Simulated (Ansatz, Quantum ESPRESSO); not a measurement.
# Ba: work function by face, part 5 of 7

Wanted: work functions of Ba face by face, under two functionals.

Quantum ESPRESSO 7.5; plane-wave DFT, PBE, GBRV ultrasoft pseudopotentials; geometry and cross-check by Ansatz 0.2.0 with PAW datasets.

So far. Step 7 (Geometry from Ansatz of (100)): The relaxation lowers the energy by 2 meV an atom. Held were the atoms numbered 3; the forces quoted are those on the free ones. Step 11 (Electrostatic potential of (100)): On (100) the work function under LDA lies +0.17 eV from PBE's.

## Step 12: Relaxation with Ansatz of (111)

Level of this step: plane-wave DFT, PBE, Ansatz PAW (Ansatz 0.2.0).

System of this step: Ba(111), 9 layers. The cell holds 9 atoms: 9 Ba. Its edges and angles: a = 7.099 Å, b = 7.099 Å, c = 27.593 Å, α = 90.0°, β = 90.0°, γ = 60.0°. It derives from Ba. Vacuum lies along c.

Input file input.yaml:

```yaml
crystal:
  lattice:
    - [7.0993520831, 0.0, 0.0]
    - [3.5496760416, 6.1482192544, 0.0]
    - [0.0, 0.0, 27.5931934053]
  atoms:
    - { symbol: Ba, position: [0.3333333333, 0.3333333333, 0.2899265729] }
    - { symbol: Ba, position: [0.6666666667, 0.6666666667, 0.3424449297] }
    - { symbol: Ba, position: [0.0, 0.0, 0.3949632865] }
    - { symbol: Ba, position: [0.3333333333, 0.3333333333, 0.4474816432] }
    - { symbol: Ba, position: [0.6666666667, 0.6666666667, 0.5] }
    - { symbol: Ba, position: [0.0, 0.0, 0.5525183568] }
    - { symbol: Ba, position: [0.3333333333, 0.3333333333, 0.6050367135] }
    - { symbol: Ba, position: [0.6666666667, 0.6666666667, 0.6575550703] }
    - { symbol: Ba, position: [0.0, 0.0, 0.7100734271] }
kpoints:
  mp_grid: { grid: [6, 6, 1] }
hamiltonian:
  xc: pbe
scf:
  occupations: { method: fermi_dirac, width: 0.1 }
  convergence: { dr2_threshold: 1.0e-08 }
efield:
  axis: 3
  dipole_correction: true
  ramp_position: 0.97
  ramp_width: 0.04
relax:
  f_tol: 0.01
  constraints: [{ sites: [2, 3, 4, 5, 6] }]
output:
  write_potential: true
  write_density: true
  volumetric_format: npy
```

Launch:

```
$ ansatz run input.yaml --threads 4 --pin off --max-ram 8192MiB --backend cpu --events-out ev --progress --plain --runs-dir out
```

Numbers of over 12 decimals in the logs are rounded to 6 here.

The log of the run:

```text
[...]
Crystal: 9 atoms, lattice volume = 1204.398 Å³
Basis set: ecut = 420 eV, 23547 PW (Γ), exchange–correlation on 96×96×384 points (8 copies of the dense FFT grid, shifted against one another)
Bands: 54, of which v1, the nominal top of the filled ones, is band 45 counted from 1 (44 counted from 0)
Symmetry: 6 space group operations
k-points: 7 of 36 (time reversal used)
[...]
SCF iter   1: F=—  HF=-53543.916205 eV  |F-HF|=—  |Δ(HF+E_count)|=         —  Δρ=1.49e-3  dr2=1.05e0  ethr=1.77e-3  p=0.000 e·Å  D=6.52e-5 V/Å  ΔV_dip=-0.00 eV  dr2_dipole=3.43e-5  V_vac-E_F(+/−)=2.21/2.21 eV  ⟨swp⟩=16.1  Hψ=6488  notcnv=0
[...]
SCF iter   9: F=-53543.875523 eV  HF=-53543.875523 eV  |F-HF|=1.85e-9  |Δ(HF+E_count)|=   1.06e-8  Δρ=3.23e-7  dr2=4.63e-9  ethr=1.11e-11  p=0.000 e·Å  D=1.00e-5 V/Å  ΔV_dip=-0.00 eV  dr2_dipole=5.46e-15  V_vac-E_F(+/−)=2.39/2.39 eV  ⟨swp⟩=10.9  Hψ=3319  notcnv=0
SCF 1 converged in 9 iterations: F = -53543.875523 eV  dr2 = 4.63e-9
[...]
relax step   1: F+E_penalty+E_count = -53543.87552292 eV  Δ(F+E_penalty+E_count) = +0.000e0 eV  max|allowed force component| = 2.167e-1 eV/Å  Δτ_max = 0.0000 Å  (9 SCF iters, accepted)
Bands: 63, of which v1, the nominal top of the filled ones, is band 45 counted from 1 (44 counted from 0)
[...]
SCF iter   8: F=-53543.909274 eV  HF=-53543.909274 eV  |F-HF|=2.00e-9  |Δ(HF+E_count)|=  1.16e-10  Δρ=3.53e-7  dr2=3.42e-9  ethr=1.11e-11  p=0.000 e·Å  D=9.39e-6 V/Å  ΔV_dip=-0.00 eV  dr2_dipole=1.09e-13  V_vac-E_F(+/−)=2.39/2.39 eV  ⟨swp⟩=8.0  Hψ=3467  notcnv=0
SCF 2 converged in 8 iterations: F = -53543.909274 eV  dr2 = 3.42e-9
relax step   2: F+E_penalty+E_count = -53543.90927383 eV  Δ(F+E_penalty+E_count) = -3.375e-2 eV  max|allowed force component| = 1.505e-1 eV/Å  Δτ_max = 0.0867 Å  (8 SCF iters, accepted)
[...]
SCF iter   9: F=-53543.935728 eV  HF=-53543.935728 eV  |F-HF|=2.62e-10  |Δ(HF+E_count)|=   2.96e-9  Δρ=3.12e-7  dr2=3.46e-9  ethr=1.11e-11  p=0.000 e·Å  D=8.52e-6 V/Å  ΔV_dip=-0.00 eV  dr2_dipole=1.51e-13  V_vac-E_F(+/−)=2.38/2.38 eV  ⟨swp⟩=11.7  Hψ=3507  notcnv=0
SCF 3 converged in 9 iterations: F = -53543.935728 eV  dr2 = 3.46e-9
relax step   3: F+E_penalty+E_count = -53543.93572840 eV  Δ(F+E_penalty+E_count) = -2.645e-2 eV  max|allowed force component| = 2.132e-2 eV/Å  Δτ_max = 0.1912 Å  (9 SCF iters, accepted)
SCF iter   1: F=—  HF=-53543.936106 eV  |F-HF|=—  |Δ(HF+E_count)|=         —  Δρ=1.84e-4  dr2=6.87e-3  ethr=8.15e-5  p=0.000 e·Å  D=8.52e-6 V/Å  ΔV_dip=-0.00 eV  dr2_dipole=1.35e-13  V_vac-E_F(+/−)=2.37/2.37 eV  ⟨swp⟩=3.3  Hψ=808  notcnv=0
[...]
SCF iter   7: F=-53543.936263 eV  HF=-53543.936263 eV  |F-HF|=2.34e-9  |Δ(HF+E_count)|=   3.01e-9  Δρ=4.21e-7  dr2=9.75e-9  ethr=1.11e-11  p=0.000 e·Å  D=8.67e-6 V/Å  ΔV_dip=-0.00 eV  dr2_dipole=1.06e-14  V_vac-E_F(+/−)=2.38/2.38 eV  ⟨swp⟩=10.9  Hψ=3091  notcnv=0
SCF 4 converged in 7 iterations: F = -53543.936263 eV  dr2 = 9.75e-9
relax step   4: F+E_penalty+E_count = -53543.93626262 eV  Δ(F+E_penalty+E_count) = -5.342e-4 eV  max|allowed force component| = 1.815e-3 eV/Å  Δτ_max = 0.0240 Å  (7 SCF iters, accepted)
[...]
SCF converged after 7 iterations
Free energy (F): -53543.936263 eV
[...]
Internal energy: -53543.440020 eV  (E = F + TS)
E sigma→0 (E₀):  -53543.688141 eV
Entropy (-TS):   -0.496243 eV (-55.138 meV/atom)
Fermi energy:    1.571514 eV
Dipole field:    D = 0.000009 V/Å  (p = 0.000057 e·Å, saw-weighted, corrected)
Work function:   Φ+ = 2.3781 eV   Φ− = 2.3784 eV
[...]
--- Forces (eV/Å), atoms counted from 1 ---
  atom   1  Ba    -0.00000000     0.00000000    -0.00064731
  atom   2  Ba     0.00000000    -0.00000000     0.00181536
  atom   3  Ba    -0.00000000     0.00000000    -0.13746796
  atom   4  Ba    -0.00000000     0.00000000    -0.04587937
  atom   5  Ba     0.00000000    -0.00000000     0.00000103
  atom   6  Ba     0.00000000    -0.00000000     0.04587787
  atom   7  Ba     0.00000000    -0.00000000     0.13746839
  atom   8  Ba     0.00000000     0.00000000    -0.00181534
  atom   9  Ba     0.00000000     0.00000000     0.00064734
  max |Σ_I F_I| component: 2.23e-8 eV/Å
--- Band table (eV; the first three rows and the last of 7) ---
  k-point 0: bands = [... 41 lower, 1.2294, 1.5065, 1.5065, 1.8004, 1.8288, 1.9151, 1.9190, 1.9190, ... 14 higher]
  k-point 1: bands = [... 41 lower, 1.2386, 1.3482, 1.4840, 1.5918, 1.5929, 1.7676, 1.9345, 1.9475, ... 14 higher]
  k-point 2: bands = [... 41 lower, 1.0791, 1.2742, 1.3399, 1.4991, 1.6087, 1.7722, 1.8310, 1.9901, ... 14 higher]
  k-point 6: bands = [... 41 lower, 0.9133, 1.1421, 1.1697, 1.1697, 1.7544, 1.7544, 2.0063, 2.0826, ... 14 higher]
--- Relaxed structure (4 steps of the walk, 4 accepted, 0 SCFs on fresh bases) ---
  F+E_penalty+E_count = -53543.93626262 eV   max|allowed force component| = 1.815e-3 eV/Å
  atoms:
    - { symbol: Ba, position: [0.333333, 0.333333, 0.292816] }
    - { symbol: Ba, position: [0.666667, 0.666667, 0.351645] }
    - { symbol: Ba, position: [0.0, 0.0, 0.394963] }
    - { symbol: Ba, position: [0.333333, 0.333333, 0.447482] }
    - { symbol: Ba, position: [0.666667, 0.666667, 0.500000] }
    - { symbol: Ba, position: [0.0, 0.0, 0.552518] }
    - { symbol: Ba, position: [0.333333, 0.333333, 0.605037] }
    - { symbol: Ba, position: [0.666667, 0.666667, 0.648355] }
    - { symbol: Ba, position: [-4.156774715224533e-19, 3.0429702871620106e-19, 0.707184] }
```

The job ended after 55 s (4 threads of Arm Neoverse V2, shared host; peak memory 1.8 GiB; 3.6 min of CPU time).

The steps of the relaxation:

```csv
step,energy less that of the first step (eV),largest force component (eV/Å)
1,0.0000,0.2167
2,-0.0338,0.1505
3,-0.0602,0.0213
4,-0.0607,0.0018
```

The atoms that moved most (Å):

```csv
atom,dx,dy,dz,length
Ba2,0.000,0.000,0.254,0.254
Ba8,0.000,0.000,-0.254,0.254
Ba9,0.000,0.000,-0.080,0.080
Ba1,0.000,0.000,0.080,0.080
```

The relaxation lowers the energy by 7 meV an atom. Held were the atoms numbered 3, 4, 5, 6 and 7; the forces quoted are those on the free ones.

Numbers from this step:

```
free energy                     : -53543.9363 eV
energy at zero smearing         : -53543.6881 eV
smearing term TS                : 0.4962 eV
Fermi energy                    : 1.572 eV
symmetry operations             : 6
work function of the upper face : 2.378 eV
work function of the lower face : 2.378 eV
dipole along the normal         : 5.74e-5 e·Å
```

(Continued in part 6 of 7.)

[Logs are printed without paths, hosts, clocks, repeated set-up lines and the standing remarks that a program may print on its own settings, such as how far it seeks lower states.]

[Hosts, paths, dates, database ids (printed as entryN), source tags and the programs' standing remarks are cut or masked in the printed files.]

[Maps of the electrostatic potential energy from Ansatz leave out the sawtooth potential of an applied field or a dipole correction, so their vacuum need not be flat; planar profiles and work functions include it.]
